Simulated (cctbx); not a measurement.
**Reading a Patterson map**

Space group Pbam (no. 55), a = 8.2080 Å, b = 18.8290 Å, c = 3.7190 Å, α = 90.00°, β = 90.00°, γ = 90.00°, content Ho10 Sn4 In8.

Simulated single-crystal data (cctbx): Mo Kα, λ = 0.71073 Å, to d = 0.77 Å, 95 % of the full sphere, strongest reflection 20000 counts, noise from counting, a 1.5 % proportional error and a noise floor of 2 counts (s.d.); no absorption.

Patterson synthesis, origin scaled to 1000:

```text
Patterson group P m m m
      u       v       w   height  length (A)
  0.000   0.000   0.000   1000.0     0.00
  0.000   0.500   0.000    264.5     9.41
  0.303   0.069   0.500    217.5     3.37
  0.500   0.207   0.500    214.4     5.95
  0.240   0.224   0.000    206.1     4.66
  0.070   0.151   0.500    189.5     3.45
  0.500   0.500   0.000    165.2    10.27
  0.378   0.082   0.000    164.6     3.47
  0.144   0.303   0.000    163.5     5.83
  0.500   0.336   0.000    159.2     7.54
  0.223   0.425   0.500    149.9     8.43
  0.344   0.366   0.000    147.5     7.45
  0.250   0.276   0.000    139.8     5.59
  0.500   0.294   0.500    132.3     7.13
```

Q: Assign the vectors.

A peak at u stands for all pairs with xi − xj = u, with weight Σ ZiZj against Σ Z² = 74098 at the origin. Peak heights follow these weights only roughly, since form factors, motion and series ripples differ, all vectors within 0.55 Å of a peak are counted as merged into it though the farther ones add only part of their weight, and F(000) is left out, which lowers the whole map:

| u | v | w | shortest length (Å) | height | 1000 ΣZiZj/ΣZ² | pairs in the cell |
| --- | --- | --- | --- | --- | --- | --- |
| 0.000 | 0.500 | 0.000 | 9.41 | 264 | 372 | 4 × Ho–Ho, 4 × In–In |
| 0.303 | 0.069 | 0.500 | 3.37 | 218 | 266 | 6 × Ho–In |
| 0.500 | 0.207 | 0.500 | 5.96 | 214 | 358 | 4 × Ho–Sn, 4 × Ho–In |
| 0.240 | 0.224 | 0.000 | 4.66 | 206 | 252 | 2 × Ho–Ho, 2 × Sn–In, 2 × In–In |
| 0.070 | 0.151 | 0.500 | 3.45 | 190 | 266 | 6 × Ho–In |
| 0.500 | 0.500 | 0.000 | 10.27 | 165 | 256 | 4 × Sn–Sn, 2 × Ho–Ho |
| 0.378 | 0.082 | 0.000 | 3.47 | 165 | 186 | 2 × Ho–Ho, 2 × In–In |
| 0.144 | 0.303 | 0.000 | 5.83 | 164 | 218 | 2 × Ho–Ho, 3 × In–In |
| 0.500 | 0.336 | 0.000 | 7.54 | 159 | 318 | 4 × Sn–In, 2 × Ho–Ho, 2 × In–In |
| 0.223 | 0.425 | 0.500 | 8.42 | 150 | 179 | 2 × Ho–Sn, 2 × Ho–In |

The table stops at ten peaks or at a height of 45, below which ripples compete. In the model behind the data Ho, the heaviest element, has 3 independent sites: (1/2, 1/2, 0), (0.7432, 0.2771, 0) and (0.6128, 0.0866, 0), up to an allowed shift of origin; the Ho–Ho vectors are differences of these positions and their symmetry mates. The whole model:

| atom | mult. | x | y | z | Ueq (Å²) |
| --- | --- | --- | --- | --- | --- |
| Ho1 | 2 | 1/2 | 1/2 | 0 | 0.0089 |
| Ho2 | 4 | 0.7432 | 0.2771 | 0 | 0.0074 |
| Ho3 | 4 | 0.6128 | 0.0866 | 0 | 0.0091 |
| Sn1 | 4 | 0.5265 | 0.1976 | 1/2 | 0.0101 |
| In1 | 4 | 0.7825 | 0.4309 | 1/2 | 0.0092 |
| In2 | 4 | 0.9281 | 0.1480 | 1/2 | 0.0078 |

The model was made for the exercise: a known structure type with other elements put in, its volume estimated, not relaxed; displacement parameters are assumed.

[Logs are printed without paths, hosts, clocks, repeated set-up lines and the standing remarks that a program may print on its own settings, such as how far it seeks lower states.]
